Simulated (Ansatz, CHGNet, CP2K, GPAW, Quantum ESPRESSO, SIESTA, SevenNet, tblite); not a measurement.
**Generalised stacking fault on (111) (glide set) of a Ge-Si solid solution (72 atoms) in GPAW**

How do the settings of GPAW change the result for generalised stacking fault on (111) (glide set) of a Ge-Si solid solution (72 atoms)? A plane-wave run serves as the yardstick.

Calculated with GPAW 26.7.0; the method is named at each step.

### 1. The structure

The cell holds 72 atoms: 51 Ge and 21 Si. Its edges and angles: a = 6.849 Å, b = 11.862 Å, c = 19.579 Å, α = 90.0°, β = 88.3°, γ = 90.0°. Diamond-structure Ge lattice (a = 5.5919 Å, the value set for the mixture), cell with z along [111], 1 x 3 x 2 periods; the third cell vector is tilted by 0.083 of 1/2[11-2] and lengthened by 0.2 Å, so the cell holds one fault (glide set); displaced by a Gaussian of 0.01 Å; 21 of 72 Ge sites given to Si at random (lattice constant by Vegard's rule between Ge and Si). Then every atom was moved at random, 0.05 Å r.m.s. a Cartesian component. The structure's axis is c.

The yardstick, on the same geometry:

| Property | Result |
| --- | --- |
| method | Kohn-Sham DFT, PBE, PAW, plane waves (Ansatz 0.2.0); cutoff 420 eV, Γ point, fermi-dirac smearing of 0.05 eV; PAW set soft_2 |
| r.m.s. force component | 0.8462 eV/Å |
| longest force | 2.816 eV/Å |
| pressure | 3.278 GPa |
| SCF cycles | 9 |
| time | 20 s on 8 threads of Arm Neoverse V1, shared host |
| CPU time | 2.1 min |

### 2. PBE, LCAO dzp, h 0.2 Å

Method: Kohn-Sham DFT, PBE, PAW, atomic orbitals (dzp).

run.py reads:

```python
import numpy as np
from ase.io import read
from gpaw import GPAW, FermiDirac

atoms = read("structure.xyz")
atoms.calc = GPAW(
    mode="lcao",
    basis="dzp",
    h=0.2,
    xc="PBE",
    kpts={"size": (1, 1, 1), "gamma": True},
    occupations=FermiDirac(0.05),
    maxiter=200,
    symmetry={"point_group": False},
    txt="gpaw.txt",
)
energy = atoms.get_potential_energy(force_consistent=True)
forces = atoms.get_forces()
print(f"energy {energy:.6f} eV")
print("forces (eV/A)")
for i, (a, f) in enumerate(zip(atoms, forces)):
    print(f"{i:4d} {a.symbol:2s} {f[0]:10.5f} {f[1]:10.5f} {f[2]:10.5f}")
print(f"Fermi level {atoms.calc.get_fermi_level():.4f} eV")
for k in range(len(atoms.calc.get_ibz_k_points())):
    for s in range(atoms.calc.get_number_of_spins()):
        e = atoms.calc.get_eigenvalues(kpt=k, spin=s)
        n = np.searchsorted(e, atoms.calc.get_fermi_level())
        print(f"k {k} spin {s} levels about the Fermi level:", np.round(e[max(n - 6, 0):n], 4).tolist(), "|", np.round(e[n:n + 6], 4).tolist())
```

structure.xyz reads:

```xyz
72
Lattice="6.84865 0.00000 0.00000 0.00000 11.86221 0.00000 0.57070 0.00000 19.57091" Properties=species:S:1:pos:R:3 pbc="T T T"
Ge 3.31142 2.03876 0.44485
Ge 3.36747 1.99048 2.83191
Ge 5.72086 1.98633 3.63960
Si 5.56179 2.01658 6.07833
Si 6.86070 11.83682 0.53996
Ge 6.77207 11.85379 2.78748
Si 2.28613 11.80041 3.60457
Ge 2.28515 11.84857 5.98518
Ge 4.57957 11.82994 6.84669
Si 4.56427 0.00854 9.24119
Si 3.43970 5.92992 0.44504
Si 3.46061 5.86444 2.73347
Ge 5.72614 5.78520 3.60222
Ge 5.76987 5.92470 6.08812
Si 6.82199 3.91821 0.36324
Ge 6.78443 3.85605 2.84952
Ge 2.28372 3.92544 3.59459
Si 2.25587 3.98701 6.06855
Ge 4.55367 3.94620 6.81322
Si 4.54331 3.95747 9.28581
Ge 1.12656 2.01527 6.83064
Ge 1.11909 2.03022 9.36448
Si 3.34673 2.00092 10.10603
Si 3.42897 1.96284 12.57862
Ge 5.72282 1.91254 13.25616
Si 5.72074 2.00365 15.75889
Ge 6.87787 11.81025 10.08646
Ge 6.80173 0.09063 12.44260
Si 2.22549 11.77858 13.31507
Ge 2.23458 11.80266 15.70977
Ge 4.64325 0.05812 16.55073
Si 4.58421 0.02954 19.03525
Ge 3.37271 9.88051 0.42136
Si 3.44736 9.91479 2.91059
Ge 5.77265 9.86639 3.65663
Ge 5.70756 9.91704 6.11454
Ge 6.83386 7.97259 0.48614
Ge 6.89312 8.04744 2.77692
Ge 2.27153 7.89620 3.61338
Ge 2.35906 7.88362 6.05602
Ge 4.64486 7.85456 6.82144
Ge 4.59009 7.86251 9.23669
Ge 1.16392 6.00857 6.89757
Ge 1.15708 5.84071 9.28385
Ge 3.38905 5.94273 10.12697
Ge 3.47006 6.01853 12.47763
Ge 5.68718 5.92150 13.34227
Ge 5.73447 5.95186 15.71759
Si 6.90145 3.97194 10.09879
Si 6.78356 3.97930 12.50542
Ge 2.29467 3.97752 13.28708
Ge 2.34226 3.98879 15.67747
Ge 4.64762 3.98582 16.57382
Ge 4.60764 3.99175 18.94621
Ge 1.15103 2.01919 16.59926
Ge 1.13078 2.00270 18.91568
[... 12 atom lines left out ...]
Si 1.08453 5.85471 16.49573
Si 1.18320 5.95874 18.94934
Ge 1.13906 9.87920 16.62999
Si 1.03986 9.89261 18.93309
```

On the command line:

```
$ OMP_NUM_THREADS=1 python run.py > output.txt
```

The program printed:

```text
energy -316.993126 eV
forces (eV/A)
   0 Ge   -1.34297   -0.83507   -0.48158
   1 Ge    0.76527   -1.36843    0.25962
   2 Ge   -1.69310   -1.15929    1.17074
   3 Si    1.82075   -1.04697   -0.66558
   4 Si   -0.99536    0.25786   -2.42590
   5 Ge    1.46232    0.08593    1.23036
   6 Si   -0.64535    0.64849   -0.23450
   7 Ge   -0.32003   -0.51381    0.23427
   8 Ge   -0.79922    1.15278    0.56529
   9 Si   -0.11607    0.41880    0.58092
  10 Si   -1.60908    0.04302   -0.22161
  11 Si   -0.19435    0.62101    0.75698
  12 Ge   -0.62620    2.43918    0.30206
  13 Ge    0.17737   -0.81204   -1.08979
  14 Si   -1.50078    1.56221    0.75087
  15 Ge    1.85904    0.57396   -1.87066
  16 Ge   -0.76838    1.06243    0.99467
  17 Si    0.35193    0.36364   -0.63006
  18 Ge   -1.11196    0.71328    1.13265
  19 Si    0.81966   -0.39667    0.21654
  20 Ge   -0.94960   -0.11879    0.33497
  21 Ge    0.28499   -0.63952   -0.92603
  22 Si    1.22333   -0.33634    0.60427
  23 Si   -0.38002   -0.68136   -0.93483
[...]
64 Ge   -0.11869   -0.23863    0.84835
  65 Ge   -0.57398   -1.16298   -0.43561
  66 Ge    0.03948    1.02878    1.43897
  67 Si    1.51427   -0.11175   -1.12075
  68 Si    0.84060    1.04965    1.03946
  69 Si    1.07987   -0.58050   -0.20611
  70 Ge   -0.83097   -0.18242   -0.38318
  71 Si    1.06951    1.01106    0.89961
Fermi level 6.1657 eV
k 0 spin 0 levels about the Fermi level: [5.3336, 5.4542, 5.5151, 5.605, 5.7319, 6.0731] | [6.3003, 6.3098, 6.387, 6.4253, 6.4781, 6.6624]
```

gpaw.txt:

```text
Input parameters:
  mode=LCAO(),
  basis={'default': 'dzp'},
  h=0.2,
  kpts=MonkhorstPack(size=(1, 1, 1), gamma=True),
  maxiter=200,
  occupations=Occupations(name='fermi-dirac', width=0.05, fixmagmom=False),
  symmetry=Symmetry(point_group=False),
  xc=XC(name='PBE')
Unit cell  # Å
| periodic |        x |         y |         z |   lengths |    angles |
|----------|----------|-----------|-----------|-----------|-----------|
|      yes | 6.848650 |  0.000000 |  0.000000 |  6.848650 | 90.000000 |
|      yes | 0.000000 | 11.862210 |  0.000000 | 11.862210 | 88.329693 |
|      yes | 0.570700 |  0.000000 | 19.570910 | 19.579229 | 90.000000 |
Number of symmetries: 1
Symmetry operations  # r_c * U_cc + t_c -> r_c
|   | kind |            matrix            |
|---|------|------------------------------|
| 0 |  E   |  1, 0, 0,  0, 1, 0,  0, 0, 1 |
BZ-sampling:
  Number of BZ points: 1
  Number of IBZ points: 1
  Monkhorst-Pack size: [1, 1, 1]
  Monkhorst-Pack shift: [0, 0, 0]
[... lines left out ...]
  Fermi-Dirac:
[... lines left out ...]
    Stencil: 8*3+1=25 point O(h^6) finite-difference Laplacian
xc functional:
  name: PBE with 2 nearest neighbor stencil
interpolation: tri-quintic # 5. degree polynomial
Initialization done in: 10.595 s
convergence criteria:
- Maximum [total energy] change in last 3 cyles: 0.0005 eV / valence electron
- Maximum integral of absolute [dens]ity change: 0.0001 electrons / valence electron
- Maximum integral of absolute [eigenst]ate change: 4e-08 eV^2 / valence electron
maximum number of iterations: 200
SCF iterations
|iter     |      energy | eigst |  dens |
|---------|-------------|-------|-------|
|iter:   1| -317.198259 |      c|       |
|iter:   2| -317.119056 |      c| -0.96 |
|iter:   3| -379.581650 |      c| -0.98 |
|iter:   4| -645.805250 |      c| -0.73 |
[...]
|iter:  12| -316.987139 |      c| -1.78 |
|iter:  13| -317.005311 |      c| -2.03 |
|iter:  14| -317.055603c|      c| -2.33 |
|iter:  15| -316.946863c|      c| -2.25 |
|iter:  16| -316.947223c|      c| -2.75 |
[...]
|iter:  20| -316.945261c|      c| -3.40 |
|iter:  21| -316.945407c|      c| -3.67 |
|iter:  22| -316.945332c|      c| -4.19c|
Converged in 22 steps
SCF loop duration: 306.554 s (13.934 s/step)
Energy contributions relative to reference atoms: (reference = -3077592.759732)
Energy contributions:
  Kinetic:        1033.972174
  Coulomb:        -914.519870
  Zero:              0.551888
  External:          0.000000
  Xc:             -436.901730
  Entropy:          -0.095588
  Spinorbit:         0.000000
  ----------------------------
  Free energy:    -316.993126
  Extrapolated:   -316.945332
dipole moment: (124.764330, 137.710929, -46.002171)  # |e|*Ang
Fermi level: 6.166
Eigenvalues  # (at kpt = [0.000, 0.000, 0.000])
| band index |      eig [eV] | occ [0-2] |
|------------|---------------|-----------|
|          0 |        -6.970 |     2.000 |
|        ... |               |           |
|        136 |         5.123 |     2.000 |
|        137 |         5.311 |     2.000 |
[...]
|        151 |         6.770 |     0.000 |
|        ... |               |           |
|        176 |         8.574 |     0.000 |
Gap: 0.227 eV
Transition (v -> c):
  (s=0, k=0, n=143, [0.00, 0.00, 0.00]) -> (s=0, k=0, n=144, [0.00, 0.00, 0.00])
No difference between direct/indirect transitions
Force computation time: 30.993  # s
timing:  # [seconds]
  Total:  348.169  # ━━━━━━━━━━━━━━━━━━━━━━━━━━━━━━━━━━━━━━━━━━━━━━━━━━━━━━━━
  Init:    10.594  # ━╸
  SCF:    306.554  # ━━━━━━━━━━━━━━━━━━━━━━━━━━━━━━━━━━━━━━━━━━━━━━━━━╸
  Forces:  30.993  # ━━━━━
```

It took 5.8 min on 1 thread of Arm Neoverse V1, shared host; peak memory 1.6 GiB.

Banners, paths, timers and routine set-up lines are dropped from the logs unmarked, and long logs keep their key lines alone; longer cuts are marked.

Against the reference:

| Property | Result |
| --- | --- |
| r.m.s. force component | 0.9096 eV/Å |
| r.m.s. difference of force components | 68.67 meV/Å |
| longest difference of force vectors | 223.2 meV/Å |
| force difference over r.m.s. force | 8.115 % |
| slope of forces against the reference's | 1.075 |
| correlation of force components | 0.9996 |

Length of the force difference by element (eV/Å):

```
element  atoms  mean  most
     Ge     51  0.10  0.20
     Si     21  0.12  0.22
```

Local excerpt of 9 atoms (numbers count through the whole input) about Si11, picked at random; x, y, z are measured from there.

```
atom      x      y      z  distance (Å)  bonds     Fx     Fy  Fz (eV/Å)
Si11   0.00   0.00   0.00          0.00      3  -1.61   0.04      -0.22
Si68   0.53   1.94  -0.96          2.23      3   1.51  -0.11      -1.12
Si12   0.02  -0.07   2.29          2.29      4  -0.19   0.62       0.76
Ge54   0.60  -1.94  -1.07          2.29      3   1.71   0.21       0.29
Si70  -2.83   0.03  -1.07          3.02      3   1.08  -0.58      -0.21
 Ge1  -0.13  -3.89   0.00          3.89      3  -1.34  -0.84      -0.48
Ge13   2.29  -0.14   3.16          3.90      4  -0.63   2.44       0.30
Ge39  -1.17   1.97   3.17          3.91      4   1.05  -0.37      -0.22
Ge17  -1.16  -2.00   3.15          3.91      4  -0.77   1.06       0.99
```

Atoms are counted from 1 here, from 0 in the log.

Forces lie 8.1 % from the reference's, at 2.7 times its CPU time (on 1 against 8 cores).

### 3. PBE, LCAO szp(dzp), h 0.2 Å

Method: Kohn-Sham DFT, PBE, PAW, atomic orbitals (szp(dzp)).

Edit run.py of step 2 so:

```diff
@@ -7,3 +7,3 @@
     mode="lcao",
-    basis="dzp",
+    basis="szp(dzp)",
     h=0.2,
```

structure.xyz is that of step 2.

The program printed:

```text
energy -303.642869 eV
forces (eV/A)
   0 Ge   -1.66683   -0.83518   -0.38079
   1 Ge    0.84482   -1.47961    0.33937
   2 Ge   -1.81435   -1.27599    1.30309
   3 Si    1.93966   -1.12548   -0.69581
   4 Si   -1.15565    0.29926   -2.45376
   5 Ge    1.52754    0.12331    1.39726
   6 Si   -0.73794    0.68565   -0.28250
   7 Ge   -0.40009   -0.59694    0.33977
   8 Ge   -0.88814    1.21222    0.58579
   9 Si   -0.14917    0.46695    0.68065
  10 Si   -1.90165    0.03616   -0.12873
  11 Si   -0.21665    0.67878    0.87193
[...]
67 Si    1.78845   -0.09106   -1.32786
  68 Si    0.94248    1.11386    1.04610
  69 Si    1.36254   -0.58836   -0.33629
  70 Ge   -0.88188   -0.20577   -0.49434
  71 Si    1.22910    1.10712    0.82239
Fermi level 5.9539 eV
k 0 spin 0 levels about the Fermi level: [5.0954, 5.2207, 5.2298, 5.3335, 5.463, 5.8436] | [6.0844, 6.1404, 6.2038, 6.3228, 6.3929, 6.5276]
```

gpaw.txt:

```text
Input parameters:
  mode=LCAO(),
  basis={'default': 'szp(dzp)'},
  h=0.2,
  kpts=MonkhorstPack(size=(1, 1, 1), gamma=True),
  maxiter=200,
  occupations=Occupations(name='fermi-dirac', width=0.05, fixmagmom=False),
  symmetry=Symmetry(point_group=False),
  xc=XC(name='PBE')
[... lines left out ...]
  Fermi-Dirac:
[... lines left out ...]
convergence criteria:
- Maximum [total energy] change in last 3 cyles: 0.0005 eV / valence electron
[... lines left out ...]
Converged in 18 steps
[... lines left out ...]
  Free energy:    -303.642869
[... lines left out ...]
Fermi level: 5.954
[... lines left out ...]
|          0 |        -7.236 |     2.000 |
|        ... |               |           |
|        136 |         4.853 |     2.000 |
|        137 |         5.054 |     2.000 |
[...]
|        151 |         6.768 |     0.000 |
|        ... |               |           |
|        176 |         8.528 |     0.000 |
Gap: 0.241 eV
Transition (v -> c):
  (s=0, k=0, n=143, [0.00, 0.00, 0.00]) -> (s=0, k=0, n=144, [0.00, 0.00, 0.00])
No difference between direct/indirect transitions
Force computation time: 23.802  # s
timing:  # [seconds]
  Total:  232.406  # ━━━━━━━━━━━━━━━━━━━━━━━━━━━━━━━━━━━━━━━━━━━━━━━━━━━━━━━━
  Init:     9.988  # ━━╸
  SCF:    198.589  # ━━━━━━━━━━━━━━━━━━━━━━━━━━━━━━━━━━━━━━━━━━━━━━━━
  Forces:  23.803  # ━━━━━╸
```

Wall time 3.9 min (1 thread); peak memory 1.6 GiB.

Against the reference:

```
r.m.s. force component                  : 0.9975 eV/Å
r.m.s. difference of force components   : 169.2 meV/Å
longest difference of force vectors     : 559.8 meV/Å
force difference over r.m.s. force      : 20 %
slope of forces against the reference's : 1.175
correlation of force components         : 0.9966
```

This is a coarse setting, run to see what it loses.

Against the first run (8.1 %), the force difference from the reference is 20 %, at 0.67 times the CPU time, with 648 basis functions against 936: the smaller basis costs accuracy.

### 4. PBE, LCAO dzp, h 0.16 Å

Method: Kohn-Sham DFT, PBE, PAW, atomic orbitals (dzp).

Edit run.py of step 3 so:

```diff
@@ -7,4 +7,4 @@
     mode="lcao",
-    basis="szp(dzp)",
-    h=0.2,
+    basis="dzp",
+    h=0.16,
     xc="PBE",
```

structure.xyz is that of step 3.

The program printed:

```text
energy -317.364319 eV
forces (eV/A)
   0 Ge   -1.31786   -0.84162   -0.48729
   1 Ge    0.79700   -1.36724    0.27250
   2 Ge   -1.68879   -1.15705    1.18407
   3 Si    1.83154   -1.04562   -0.65847
   4 Si   -0.99558    0.25899   -2.42446
   5 Ge    1.48606    0.08445    1.23850
   6 Si   -0.64901    0.64918   -0.23600
   7 Ge   -0.30794   -0.50458    0.23564
   8 Ge   -0.80483    1.16259    0.56893
   9 Si   -0.11343    0.41920    0.57809
  10 Si   -1.61012    0.04257   -0.21989
  11 Si   -0.19289    0.62454    0.75177
[...]
67 Si    1.51404   -0.11148   -1.12439
  68 Si    0.84086    1.05244    1.03647
  69 Si    1.08095   -0.57887   -0.20689
  70 Ge   -0.83442   -0.18564   -0.37150
  71 Si    1.06768    1.00928    0.89980
Fermi level 6.1653 eV
k 0 spin 0 levels about the Fermi level: [5.3335, 5.4541, 5.5151, 5.6051, 5.7319, 6.0727] | [6.3, 6.3095, 6.3866, 6.4246, 6.4776, 6.6622]
```

gpaw.txt:

```text
Input parameters:
  mode=LCAO(),
  basis={'default': 'dzp'},
  h=0.16,
  kpts=MonkhorstPack(size=(1, 1, 1), gamma=True),
  maxiter=200,
  occupations=Occupations(name='fermi-dirac', width=0.05, fixmagmom=False),
  symmetry=Symmetry(point_group=False),
  xc=XC(name='PBE')
[... lines left out ...]
  Fermi-Dirac:
[... lines left out ...]
convergence criteria:
- Maximum [total energy] change in last 3 cyles: 0.0005 eV / valence electron
[... lines left out ...]
Converged in 22 steps
[... lines left out ...]
  Free energy:    -317.364319
[... lines left out ...]
Fermi level: 6.165
[... lines left out ...]
|          0 |        -6.970 |     2.000 |
|        ... |               |           |
|        136 |         5.123 |     2.000 |
|        137 |         5.311 |     2.000 |
[...]
|        151 |         6.770 |     0.000 |
|        ... |               |           |
|        176 |         8.574 |     0.000 |
Gap: 0.227 eV
Transition (v -> c):
  (s=0, k=0, n=143, [0.00, 0.00, 0.00]) -> (s=0, k=0, n=144, [0.00, 0.00, 0.00])
No difference between direct/indirect transitions
Force computation time: 56.869  # s
timing:  # [seconds]
  Total:  640.997  # ━━━━━━━━━━━━━━━━━━━━━━━━━━━━━━━━━━━━━━━━━━━━━━━━━━━━━━━━
  Init:    24.967  # ━━
  SCF:    559.132  # ━━━━━━━━━━━━━━━━━━━━━━━━━━━━━━━━━━━━━━━━━━━━━━━━━
  Forces:  56.869  # ━━━━━
```

It took 11 min on 1 thread; peak memory 3.1 GiB.

Against the reference:

```
r.m.s. force component                          : 0.9098 eV/Å
r.m.s. difference of force components           : 68.37 meV/Å
longest difference of force vectors             : 216.7 meV/Å
force difference over r.m.s. force              : 8.08 %
slope of forces against the reference's         : 1.075
correlation of force components                 : 0.9996
energy less the same-level run's                : -5.155 meV/atom
r.m.s. force difference from the same-level run : 11.96 meV/Å
```

Against the first run (8.1 %), the force difference from the reference is 8.1 %, at 1.8 times the CPU time: the change moves forces by 12 meV/Å r.m.s., so most of the difference comes from elsewhere.

### 5. PBE, LCAO sz(dzp), h 0.2 Å

Method: Kohn-Sham DFT, PBE, PAW, atomic orbitals (sz(dzp)).

Edit run.py of step 4 so:

```diff
@@ -7,4 +7,4 @@
     mode="lcao",
-    basis="dzp",
-    h=0.16,
+    basis="sz(dzp)",
+    h=0.2,
     xc="PBE",
```

structure.xyz is that of step 4.

The program printed:

```text
energy -288.877237 eV
forces (eV/A)
   0 Ge   -2.00807   -0.59326   -0.15165
   1 Ge    1.02199   -1.34137    0.19429
   2 Ge   -1.85950   -1.41973    1.10580
   3 Si    2.14073   -1.25600   -0.80097
   4 Si   -1.36175    0.67842   -2.39223
   5 Ge    1.37826    0.16343    1.80058
[...]
69 Si    1.67468   -0.30760   -0.43855
  70 Ge   -0.90193   -0.24285   -0.81819
  71 Si    1.58156    0.94004    0.51798
Fermi level 6.0641 eV
k 0 spin 0 levels about the Fermi level: [5.1963, 5.351, 5.366, 5.4698, 5.6152, 6.0072] | [6.1232, 6.3113, 6.4139, 6.6348, 6.7958, 6.8711]
```

gpaw.txt:

```text
Input parameters:
  mode=LCAO(),
  basis={'default': 'sz(dzp)'},
  h=0.2,
  kpts=MonkhorstPack(size=(1, 1, 1), gamma=True),
  maxiter=200,
  occupations=Occupations(name='fermi-dirac', width=0.05, fixmagmom=False),
[... lines left out ...]
  Fermi-Dirac:
[... lines left out ...]
convergence criteria:
- Maximum [total energy] change in last 3 cyles: 0.0005 eV / valence electron
[... lines left out ...]
Converged in 17 steps
[... lines left out ...]
  Free energy:    -288.877237
[... lines left out ...]
Fermi level: 6.064
[... lines left out ...]
|        ... |               |           |
|        176 |         9.028 |     0.000 |
Gap: 0.116 eV
Transition (v -> c):
  (s=0, k=0, n=143, [0.00, 0.00, 0.00]) -> (s=0, k=0, n=144, [0.00, 0.00, 0.00])
No difference between direct/indirect transitions
Force computation time: 6.695  # s
timing:  # [seconds]
  Total:  85.308  # ━━━━━━━━━━━━━━━━━━━━━━━━━━━━━━━━━━━━━━━━━━━━━━━━━━━━━━━━━
  Init:    8.876  # ━━━━━━
  SCF:    69.711  # ━━━━━━━━━━━━━━━━━━━━━━━━━━━━━━━━━━━━━━━━━━━━━━╸
  Forces:  6.695  # ━━━━╸
```

Wall time 87 s (1 thread); peak memory 1.2 GiB.

Against the reference:

- r.m.s. force component: 1.078 eV/Å
- r.m.s. difference of force components: 316.9 meV/Å
- longest difference of force vectors: 1284 meV/Å
- force difference over r.m.s. force: 37.45 %
- slope of forces against the reference's: 1.242
- correlation of force components: 0.9744

This is a coarse setting, run to see what it loses.

Against the first run (8.1 %), the force difference from the reference is 37 %, at 0.25 times the CPU time, with 288 basis functions against 936: the smaller basis costs accuracy.

[end of part 1 of 2]

[Also dropped from logs without a mark: logging warnings of Python, and SIESTA's first energy breakdown and zero terms.]

[Logs are printed without paths, hosts, clocks, repeated set-up lines and the standing remarks that a program may print on its own settings, such as how far it seeks lower states.]

[Hosts, paths, dates, database ids (printed as entryN), source tags and the programs' standing remarks are cut or masked in the printed files.]
